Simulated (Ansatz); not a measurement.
**A hypothetical structure for BeIrI6**

This structure for BeIrI6 is made up. Its elements were placed in a known structure type with a cell scaled to their sizes. What cell does the guess relax to, and how far off was it?

Program: Ansatz 0.2.0. Level of theory: DFT, PBE, plane-wave PAW, files of the set soft_1, scalar-relativistic, no spin, cell and ions relaxed at zero pressure; PAW set soft_1, in the first sound run; inputs show where later runs differ. Results are calculated unless marked as measured.

## Step 1: Starting point

The structure is trigonal, space group R-3 (No. 148). The conventional cell has a = 7.454 Å, b = 7.454 Å, c = 20.551 Å, α = 90.00°, β = 90.00°, γ = 120.00°. Ir has 6 I at 2.90 Å nearest. Nearest to I lie 1 Ir at 2.90 Å and 1 Be at 3.03 Å. Nearest to Be lie 6 I at 3.03 Å. Farther neighbours and most contacts between anions are not listed.

## Step 2: Relaxation of the guess

The guess takes its coordinates from another compound and its volume from a rule, so the cell and any free coordinates are relaxed together.

input.yaml reads:

```yaml
crystal:
  lattice:
    - [3.727, 2.151784453, 6.850333333]
    - [-3.727, 2.151784453, 6.850333333]
    - [0.0, -4.303568907, 6.850333333]
  atoms:
    - { symbol: Ir, position: [0.0, 0.0, 0.0] }
    - { symbol: I, position: [0.7579, 0.3911, 0.0961] }
    - { symbol: I, position: [0.6089, 0.9039, 0.2421] }
    - { symbol: I, position: [0.9039, 0.2421, 0.6089] }
    - { symbol: I, position: [0.2421, 0.6089, 0.9039] }
    - { symbol: I, position: [0.0961, 0.7579, 0.3911] }
    - { symbol: I, position: [0.3911, 0.0961, 0.7579] }
    - { symbol: Be, position: [0.5, 0.5, 0.5] }
kpoints:
  mp_grid: { grid: [5, 5, 5] }
scf:
  occupations: { method: fermi_dirac, width: 0.05 }
hamiltonian:
  xc: pbe
  pseudopotentials: { kind: paw, azcp: { folder: soft_1 } }
relax:
  f_tol: 0.015
  max_steps: 70
  cell: {}
output:
  forces: true
  stress: true
```

Launch:

```
> ansatz run input.yaml --threads 4 --pin off --max-ram 10240MiB --backend cpu --events-out ev --progress --plain --runs-dir out
```

Numbers of over 12 decimals in the logs are rounded to 6 here.

Output:

```text
Engine: ansatz 0.2.0, aarch64-unknown-linux-gnu
Pseudopotentials: kind: paw
Pseudopotential: Ir, paw, valence charge 17, recommended cutoff 420 eV (normal), soft_1/Ir.paw.azcp
Pseudopotential: I, paw, valence charge 17, recommended cutoff 420 eV (normal), soft_1/I.paw.azcp
Pseudopotential: Be, paw, valence charge 2, recommended cutoff 420 eV (normal), soft_1/Be.paw.azcp
Functional definition: PBE
  parameter kappa = 0.804
  parameter beta = 0.066725
  exchange = pbe_x(kappa = kappa, mu = beta*pi^2/3)
  correlation = pbe_c(beta = beta)
Crystal: 8 atoms, lattice volume = 329.626 Å³
Basis set: ecut = 420 eV, 6521 PW (Γ), exchange–correlation on 120×120×120 points (8 copies of the dense FFT grid, shifted against one another)
Bands: 73, of which v1, the nominal top of the filled ones, is band 61 counted from 1 (60 counted from 0)
Symmetry: 6 space group operations
Space group: R-3 (ITA 148), of the structure as read, at distance tolerance 6.9e-5 Å
k-points: 23 of 125
Non-local potential: Ir, projectors of the file, l = 0: 3, l = 1: 2, l = 2: 2, l = 3: 1
Non-local potential: I, projectors of the file, l = 0: 2, l = 1: 2, l = 2: 2, l = 3: 1
Non-local potential: Be, projectors of the file, l = 0: 2, l = 1: 2, l = 2: 1
PAW form: soft (Blöchl's): semilocal exchange-correlation on the pseudo side does not see the compensation charge
PAW one-centre angular grid: Ir, 590 points (default); XC on 64 Gauss nodes
PAW one-centre angular grid: I, 590 points (default); XC on 64 Gauss nodes
PAW one-centre angular grid: Be, 110 points (default); XC on 64 Gauss nodes
Initial density: superposition of atomic densities (chi_scale 0.1, normalization cell, long waves kept (reshape's long-wave potential 0.03 eV rms))
Initial wavefunctions: pseudopotential atomic-orbital guess
Functional: x = pbe(κ = 0.804, μ = 0.219515), c = pbe(β = 0.066725)
SCF iter   1: F=—  HF=-57110.177195 eV  |F-HF|=—  |Δ(HF+E_count)|=         —  Δρ=5.73e-2  dr2=3.04e1  ethr=3.10e-3  ⟨swp⟩=8.6  Hψ=7194  notcnv=0  defer=28
preconditioner: auto → LDOS  [metal: Δε(μ)=0.018 eV  Ē_g=8.708 eV  σ=0.050 eV  W_gap=0.09  n_scr=64 (ndim 8)  ℏωp=14.9 eV  f_vac=0.116  D(μ)=12.07/eV (n_scr^D=88)  β→1.0]
SCF iter   2: F=—  HF=-57111.101745 eV  |F-HF|=—  |Δ(HF+E_count)|=   9.25e-1  Δρ=7.99e-2  dr2=6.11e1  ethr=3.10e-3  ⟨swp⟩=4.5  Hψ=3865  notcnv=0  defer=120
SCF iter   3: F=—  HF=-57106.191867 eV  |F-HF|=—  |Δ(HF+E_count)|=    4.91e0  Δρ=1.93e-2  dr2=1.57e0  ethr=3.10e-3  ⟨swp⟩=3.6  Hψ=3660  notcnv=0  defer=112
SCF iter   4: F=—  HF=-57106.100284 eV  |F-HF|=—  |Δ(HF+E_count)|=   9.16e-2  Δρ=6.52e-3  dr2=3.72e-1  ethr=1.30e-3  ⟨swp⟩=3.0  Hψ=3632  notcnv=0  defer=115
SCF iter   5: F=—  HF=-57106.052816 eV  |F-HF|=—  |Δ(HF+E_count)|=   4.75e-2  Δρ=5.81e-3  dr2=2.75e-1  ethr=3.08e-4  ⟨swp⟩=3.0  Hψ=2152  notcnv=0  defer=115
SCF iter   6: F=—  HF=-57106.020485 eV  |F-HF|=—  |Δ(HF+E_count)|=   3.23e-2  Δρ=1.27e-3  dr2=1.10e-2  ethr=2.28e-4  ⟨swp⟩=2.0  Hψ=1725  notcnv=0  defer=115
SCF iter   7: F=—  HF=-57106.018806 eV  |F-HF|=—  |Δ(HF+E_count)|=   1.68e-3  Δρ=4.16e-4  dr2=9.11e-4  ethr=9.11e-6  ⟨swp⟩=2.0  Hψ=1891  notcnv=0  defer=115
SCF iter   8: F=—  HF=-57106.018822 eV  |F-HF|=—  |Δ(HF+E_count)|=   1.57e-5  Δρ=3.35e-4  dr2=5.69e-4  ethr=7.53e-7  ⟨swp⟩=2.0  Hψ=2142  notcnv=0  defer=115
SCF iter   9: F=—  HF=-57106.018694 eV  |F-HF|=—  |Δ(HF+E_count)|=   1.28e-4  Δρ=1.05e-4  dr2=5.87e-5  ethr=4.71e-7  ⟨swp⟩=1.1  Hψ=1567  notcnv=0  defer=115
SCF iter  10: F=—  HF=-57106.018694 eV  |F-HF|=—  |Δ(HF+E_count)|=   2.96e-7  Δρ=1.64e-5  dr2=1.53e-6  ethr=4.85e-8  ⟨swp⟩=2.1  Hψ=1921  notcnv=0  defer=115
SCF iter  11: F=-57106.018694 eV  HF=-57106.018694 eV  |F-HF|=8.86e-9  |Δ(HF+E_count)|=   1.48e-9  Δρ=2.80e-6  dr2=2.97e-8  ethr=8.26e-11  ⟨swp⟩=4.0  Hψ=7044  notcnv=0
SCF 1 converged in 11 iterations: F = -57106.018694 eV  dr2 = 2.97e-8
  greatest PAW one-centre occupation: 1.000 electrons in one spin orbital (limit 2), on the Ir atom at site 0 (counted from 0), in its partial waves of l = 0
relax step   1: F+E_penalty+E_count = -57106.01869379 eV  Δ(F+E_penalty+E_count) = +0.000e0 eV  max|allowed force component| = 5.961e-1 eV/Å  Δτ_max = 0.0000 Å  P = -5.862 GPa  Ω = 329.626 Å³  (11 SCF iters, dr2 threshold 1.00e-7 eV, accepted)
Crystal: 8 atoms, lattice volume = 291.412 Å³
Basis set: ecut = 420 eV, 5709 PW (Γ), exchange–correlation on 120×120×120 points (8 copies of the dense FFT grid, shifted against one another)
Initial density: handed on by an earlier stage of this run
Initial wavefunctions: those handed on with the density
iter 1 solved again at ethr=3.83e-4 eV; its pass at ethr=3.10e-3 eV (dr2=4.63e-1 eV) is discarded
SCF iter   1: F=—  HF=-57107.365645 eV  |F-HF|=—  |Δ(HF+E_count)|=         —  Δρ=7.60e-3  dr2=4.49e-1  ethr=3.83e-4  ⟨swp⟩=4.1  Hψ=7980  notcnv=0
preconditioner: auto → LDOS  [metal: Δε(μ)=0.018 eV  Ē_g=8.919 eV  σ=0.050 eV  W_gap=0.09  n_scr=58 (ndim 8)  ℏωp=15.8 eV  f_vac=0.092  D(μ)=10.32/eV (n_scr^D=70)  β→1.0]
SCF iter   2: F=—  HF=-57107.324747 eV  |F-HF|=—  |Δ(HF+E_count)|=   4.09e-2  Δρ=4.96e-3  dr2=1.34e-1  ethr=3.71e-4  ⟨swp⟩=3.1  Hψ=2102  notcnv=0
SCF iter   3: F=—  HF=-57107.319668 eV  |F-HF|=—  |Δ(HF+E_count)|=   5.08e-3  Δρ=3.07e-3  dr2=6.25e-2  ethr=1.11e-4  ⟨swp⟩=3.0  Hψ=2114  notcnv=0
SCF iter   4: F=—  HF=-57107.311892 eV  |F-HF|=—  |Δ(HF+E_count)|=   7.78e-3  Δρ=1.33e-3  dr2=1.33e-2  ethr=5.16e-5  ⟨swp⟩=2.1  Hψ=1975  notcnv=0
SCF iter   5: F=—  HF=-57107.310951 eV  |F-HF|=—  |Δ(HF+E_count)|=   9.42e-4  Δρ=4.26e-4  dr2=6.76e-4  ethr=1.10e-5  ⟨swp⟩=2.0  Hψ=1905  notcnv=0
SCF iter   6: F=—  HF=-57107.310890 eV  |F-HF|=—  |Δ(HF+E_count)|=   6.11e-5  Δρ=1.04e-4  dr2=4.38e-5  ethr=5.59e-7  ⟨swp⟩=2.0  Hψ=2989  notcnv=0
SCF iter   7: F=—  HF=-57107.310902 eV  |F-HF|=—  |Δ(HF+E_count)|=   1.26e-5  Δρ=3.10e-5  dr2=3.87e-6  ethr=3.62e-8  ⟨swp⟩=2.0  Hψ=2173  notcnv=0
SCF iter   8: F=-57107.310903 eV  HF=-57107.310903 eV  |F-HF|=9.01e-9  |Δ(HF+E_count)|=   8.82e-7  Δρ=8.35e-6  dr2=2.04e-7  ethr=6.61e-10  ⟨swp⟩=5.0  Hψ=6168  notcnv=0
SCF 2 converged in 8 iterations: F = -57107.310903 eV  dr2 = 2.04e-7
relax step   2: F+E_penalty+E_count = -57107.31090323 eV  Δ(F+E_penalty+E_count) = -1.292e0 eV  max|allowed force component| = 1.258e-1 eV/Å  Δτ_max = 0.0626 Å  P = -3.278 GPa  Ω = 291.412 Å³  energy of the carried Pulay correction = +2.875e-3 eV  (8 SCF iters, dr2 threshold 8.00e-7 eV, accepted)
Crystal: 8 atoms, lattice volume = 260.121 Å³
Basis set: ecut = 420 eV, 5091 PW (Γ), exchange–correlation on 120×120×120 points (8 copies of the dense FFT grid, shifted against one another)
[...]
SCF iter   6: F=—  HF=-57107.813663 eV  |F-HF|=—  |Δ(HF+E_count)|=   1.24e-5  Δρ=9.52e-5  dr2=2.25e-5  ethr=1.29e-6  ⟨swp⟩=2.0  Hψ=2067  notcnv=0  defer=11
SCF iter   7: F=—  HF=-57107.813694 eV  |F-HF|=—  |Δ(HF+E_count)|=   3.08e-5  Δρ=2.69e-5  dr2=2.83e-6  ethr=1.86e-8  ⟨swp⟩=2.0  Hψ=2224  notcnv=0  defer=11
SCF iter   8: F=-57107.813694 eV  HF=-57107.813694 eV  |F-HF|=1.35e-7  |Δ(HF+E_count)|=   2.84e-7  Δρ=8.98e-6  dr2=3.26e-7  ethr=6.61e-10  ⟨swp⟩=5.0  Hψ=5440  notcnv=0
SCF 3 converged in 8 iterations: F = -57107.813694 eV  dr2 = 3.26e-7
relax step   3: F+E_penalty+E_count = -57107.81369375 eV  Δ(F+E_penalty+E_count) = -5.028e-1 eV  max|allowed force component| = 1.444e-1 eV/Å  Δτ_max = 0.0652 Å  P = -0.710 GPa  Ω = 260.121 Å³  energy of the carried Pulay correction = +5.508e-3 eV  (8 SCF iters, dr2 threshold 8.00e-7 eV, accepted)
[...]
relax step   4: F+E_penalty+E_count = -57107.82268751 eV  Δ(F+E_penalty+E_count) = -8.994e-3 eV  max|allowed force component| = 2.110e-1 eV/Å  Δτ_max = 0.1724 Å  P = +0.864 GPa  Ω = 238.409 Å³  energy of the carried Pulay correction = +7.506e-3 eV  (8 SCF iters, dr2 threshold 8.00e-7 eV, accepted)
[...]
relax step   5: F+E_penalty+E_count = -57107.88841248 eV  Δ(F+E_penalty+E_count) = -6.572e-2 eV  max|allowed force component| = 7.691e-2 eV/Å  Δτ_max = 0.1053 Å  P = -0.036 GPa  Ω = 247.216 Å³  energy of the carried Pulay correction = +6.678e-3 eV  (8 SCF iters, dr2 threshold 8.00e-7 eV, accepted)
[...]
relax step   6: F+E_penalty+E_count = -57107.89668744 eV  Δ(F+E_penalty+E_count) = -8.275e-3 eV  max|allowed force component| = 1.538e-2 eV/Å  Δτ_max = 0.0361 Å  P = +0.014 GPa  Ω = 246.471 Å³  energy of the carried Pulay correction = +6.747e-3 eV  (7 SCF iters, dr2 threshold 3.70e-7 eV, accepted)
[...]
relax step   7: F+E_penalty+E_count = -57107.89702893 eV  Δ(F+E_penalty+E_count) = -3.415e-4 eV  max|allowed force component| = 2.754e-4 eV/Å  Δτ_max = 0.0059 Å  P = +0.005 GPa  Ω = 246.508 Å³  energy of the carried Pulay correction = +6.743e-3 eV  (7 SCF iters, dr2 threshold 1.48e-8 eV, accepted)
Basis set: ecut = 420 eV, 4833 PW (Γ), exchange–correlation on 100×100×100 points (8 copies of the dense FFT grid, shifted against one another)
Initial wavefunctions: pseudopotential atomic-orbital guess (no wavefunctions were taken with the density)
iter 1 solved again at ethr=1.40e-5 eV; its pass at ethr=3.10e-3 eV (dr2=1.70e-2 eV) is discarded
SCF iter   1: F=—  HF=-57107.890981 eV  |F-HF|=—  |Δ(HF+E_count)|=         —  Δρ=2.42e-4  dr2=3.09e-5  ethr=1.40e-5  ⟨swp⟩=4.1  Hψ=10166  notcnv=0
eigensolver tolerance schedule: the retry pair's looser diagonalisation over-reported the residual by 547.50 of it (diagonalisation noise at an unbounded share of the residual, at the tolerance the schedule requests for it); recorded, not acted on — ethr = c·dr2/N_el stays at c = 1.0e-1
preconditioner: auto → LDOS  [metal: Δε(μ)=0.024 eV  Ē_g=9.398 eV  σ=0.050 eV  W_gap=0.12  n_scr=58 (ndim 8)  ℏωp=17.2 eV  f_vac=0.037  D(μ)=7.90/eV (n_scr^D=58)  β→1.0]
SCF iter   2: F=—  HF=-57107.891087 eV  |F-HF|=—  |Δ(HF+E_count)|=   1.06e-4  Δρ=7.75e-5  dr2=1.46e-5  ethr=2.56e-8  ⟨swp⟩=3.0  Hψ=3318  notcnv=0
SCF iter   3: F=—  HF=-57107.891093 eV  |F-HF|=—  |Δ(HF+E_count)|=   5.86e-6  Δρ=2.08e-5  dr2=8.06e-7  ethr=1.20e-8  ⟨swp⟩=2.0  Hψ=3057  notcnv=0
SCF iter   4: F=—  HF=-57107.890997 eV  |F-HF|=—  |Δ(HF+E_count)|=   9.58e-5  Δρ=4.06e-6  dr2=5.04e-8  ethr=6.66e-10  ⟨swp⟩=2.0  Hψ=2988  notcnv=0
SCF iter   5: F=—  HF=-57107.890997 eV  |F-HF|=—  |Δ(HF+E_count)|=   7.18e-9  Δρ=1.52e-6  dr2=8.18e-9  ethr=4.17e-11  ⟨swp⟩=3.0  Hψ=3055  notcnv=0
SCF iter   6: F=—  HF=-57107.890997 eV  |F-HF|=—  |Δ(HF+E_count)|=  5.89e-10  Δρ=8.34e-7  dr2=3.73e-9  ethr=6.76e-12  ⟨swp⟩=2.1  Hψ=2158  notcnv=0
SCF iter   7: F=—  HF=-57107.890997 eV  |F-HF|=—  |Δ(HF+E_count)|=  1.02e-10  Δρ=6.02e-7  dr2=1.73e-9  ethr=3.08e-12  ⟨swp⟩=1.1  Hψ=1682  notcnv=0
SCF iter   8: F=—  HF=-57107.890997 eV  |F-HF|=—  |Δ(HF+E_count)|=  5.82e-11  Δρ=2.12e-7  dr2=2.21e-10  ethr=1.43e-12  ⟨swp⟩=1.3  Hψ=1687  notcnv=0
SCF iter   9: F=-57107.890997 eV  HF=-57107.890997 eV  |F-HF|=7.28e-12  |Δ(HF+E_count)|=  5.82e-11  Δρ=3.30e-8  dr2=4.89e-12  ethr=1.00e-12  ⟨swp⟩=4.8  Hψ=5248  notcnv=0
SCF 8 converged in 9 iterations: F = -57107.890997 eV  dr2 = 4.89e-12
relax step   8: F+E_penalty+E_count = -57107.89099705 eV  Δ(F+E_penalty+E_count) = +6.032e-3 eV  max|allowed force component| = 5.492e-4 eV/Å  Δτ_max = 0.0000 Å  P = -0.002 GPa  Ω = 246.508 Å³  stress off target by 1.02e-2 GPa  SCF on the basis re-selected at this cell (its energy is not comparable with the rows above)  (9 SCF iters)
basis re-selected at this cell: Δ(F+E_penalty+E_count) = +6.032e-3 eV, ΔP = -0.006 GPa vs the last step (what re-selecting the basis moved, of the pressure what is left beyond the Pulay correction that the steps carried, after the strain that the cell walked since its last selection, with what the two solves' SCF thresholds leave and, on support functions, any second-order correction that the steps lacked; it is no measure of the basis error at this ecutwfc). The dense FFT grid was sized anew with the basis: this SCF ran on 50×50×50 points, the steps before it on 60×60×60, so part of this shift can come from that change (see relax.cell in the input reference). [rest of the remark cut]
SCF converged after 9 iterations
Free energy (F): -57107.890997 eV
Harris-Foulkes:  -57107.890997 eV  (|F-HF|=7.28e-12)
Internal energy: -57107.831122 eV  (E = F + TS)
E sigma→0 (E₀):  -57107.861059 eV
Entropy (-TS):   -0.059875 eV (-7.484 meV/atom)
Fermi energy:    7.956218 eV
--- Per-component energies (eV) ---
  E_band       = -2457.794410
  E_kinetic    = 1512.403081
  E_local      = -14842.967425  (includes V_loc(G=0)·N_el)
  E_nonlocal   = 878.861816
  E_hartree    = 6587.211521
  E_xc         = -896.318113
  E_vxc        = -941.265405  (∫ρ·V_xc dr)
  E_paw        = -38018.308610  (= ΣΔE_a)
  E_vpaw       = -2239.234945  (= ΣTr[D̂ρ^β])
  E_aug_tail   = -0.014544  (compensation charges beyond the density's cutoff)
  E_ewald      = -12328.698847
  E_smearing   = -0.059875  (= −TS)
  E_closure    = -0.000000  (closes the sum)
  Σ components = -57107.890997   (vs F -57107.890997, Δ=0.00e0)
--- Forces (eV/Å), atoms counted from 1 ---
  atom   1  Ir     0.00000000     0.00000000     0.00000000
  atom   2  I     -0.00050995     0.00021520     0.00017238
  atom   3  I     -0.00044135    -0.00033403    -0.00017238
  atom   4  I     -0.00006860     0.00054923    -0.00017238
  atom   5  I      0.00050995    -0.00021520    -0.00017238
  atom   6  I      0.00006860    -0.00054923     0.00017238
  atom   7  I      0.00044135     0.00033403     0.00017238
  atom   8  Be     0.00000000     0.00000000     0.00000000
  max |Σ_I F_I| component: 9.27e-18 eV/Å
--- Stress (GPa, compression-positive) ---
        0.002415      -0.000000      -0.000000
        0.000000       0.002415       0.000000
       -0.000000       0.000000      -0.010241
  P = ⅓ Tr σ = -0.0018 GPa (-0.018 kbar)
--- Relaxed structure (7 steps of the walk, 7 accepted, 1 SCFs on fresh bases) ---
  F+E_penalty+E_count = -57107.89099705 eV   max|allowed force component| = 5.492e-4 eV/Å   (the final SCF, on the basis selected at the relaxed cell)
  cell:  # Å, volume = 246.5080 Å³
    - [3.438886, 1.985442, 6.017345]
    - [-3.438886, 1.985442, 6.017345]
    - [-4.086817497679197e-18, -3.970884, 6.017345]
  atoms:
    - { symbol: Ir, position: [0, -5.892818945874045e-19, 2.9924561921438544e-19] }
    - { symbol: I, position: [0.753169, 0.405412, 0.094655] }
    - { symbol: I, position: [0.594588, 0.905345, 0.246831] }
    - { symbol: I, position: [0.905345, 0.246831, 0.594588] }
    - { symbol: I, position: [0.246831, 0.594588, 0.905345] }
    - { symbol: I, position: [0.094655, 0.753169, 0.405412] }
    - { symbol: I, position: [0.405412, 0.094655, 0.753169] }
    - { symbol: Be, position: [0.5, 0.5, 0.5] }
```

The job ended after 49 s (4 threads of Arm Neoverse V2, shared host; peak memory 1.1 GiB; 3.2 min of CPU time).

Step by step:

| step | energy less that of the first step (eV) | largest force component (eV/Å) | pressure (GPa) | volume (Å³) |
| --- | --- | --- | --- | --- |
| 1 | 0.0000 | 0.5961 | -5.86 | 329.63 |
| 2 | -1.2922 | 0.1258 | -3.28 | 291.41 |
| 3 | -1.7950 | 0.1444 | -0.71 | 260.12 |
| 4 | -1.8040 | 0.2110 | 0.86 | 238.41 |
| 5 | -1.8697 | 0.0769 | -0.04 | 247.22 |
| 6 | -1.8780 | 0.0154 | 0.01 | 246.47 |
| 7 | -1.8783 | 0.0003 | 0.00 | 246.51 |
| 8* | -1.8723 | 0.0005 | 0.00 | 246.51 |

Relaxation steps marked * repeat the geometry before them on a plane-wave basis chosen anew for their cell, so energy and pressure can jump there.

The run keeps the 6 symmetry operations that it works with, so distortions that break them were not tested.

| cell as run | before | after | change |
| --- | --- | --- | --- |
| a (Å) | 8.090 | 7.209 | -10.9 % |
| b (Å) | 8.090 | 7.209 | -10.9 % |
| c (Å) | 8.090 | 7.209 | -10.9 % |
| α (°) | 54.86 | 56.98 | +3.9 % |
| β (°) | 54.86 | 56.98 | +3.9 % |
| γ (°) | 54.86 | 56.98 | +3.9 % |
| volume (Å³/atom) | 41.20 | 30.81 | -25.2 % |

The atoms that moved most (Å, as changes of fractional coordinates times the final cell):

| atom | dx | dy | dz | length |
| --- | --- | --- | --- | --- |
| I7 | 0.054 | 0.044 | 0.049 | 0.085 |
| I3 | -0.054 | -0.044 | -0.049 | 0.085 |
| I6 | 0.011 | -0.069 | 0.049 | 0.085 |
| I2 | -0.065 | 0.025 | 0.049 | 0.085 |
| I4 | -0.011 | 0.069 | -0.049 | 0.085 |
| I5 | 0.065 | -0.025 | -0.049 | 0.085 |

Numbers from this step:

| Property | Result |
| --- | --- |
| free energy | -57107.8910 eV |
| energy at zero smearing | -57107.8611 eV |
| smearing term TS | 0.05988 eV |
| Fermi energy | 7.956 eV |
| electrons | 121 |
| symmetry operations | 6 |
| pressure | -0.001804 GPa |

The shortest distance of each pair, which need not be the same contact before and after:

| pair | guess (Å) | relaxed (Å) |
| --- | --- | --- |
| Be–I | 3.026 | 2.709 |
| I–Ir | 2.898 | 2.712 |
| I–I | 4.091 | 3.735 |
| Be–Ir | 5.500 | 4.982 |

The relaxation ends with a largest force component of 5.5e-4 eV/Å and a pressure of 0.00 GPa.

[end of part 1 of 2]

[Logs are printed without paths, hosts, clocks, repeated set-up lines and the standing remarks that a program may print on its own settings, such as how far it seeks lower states.]

[Hosts, paths, dates, database ids (printed as entryN), source tags and the programs' standing remarks are cut or masked in the printed files.]
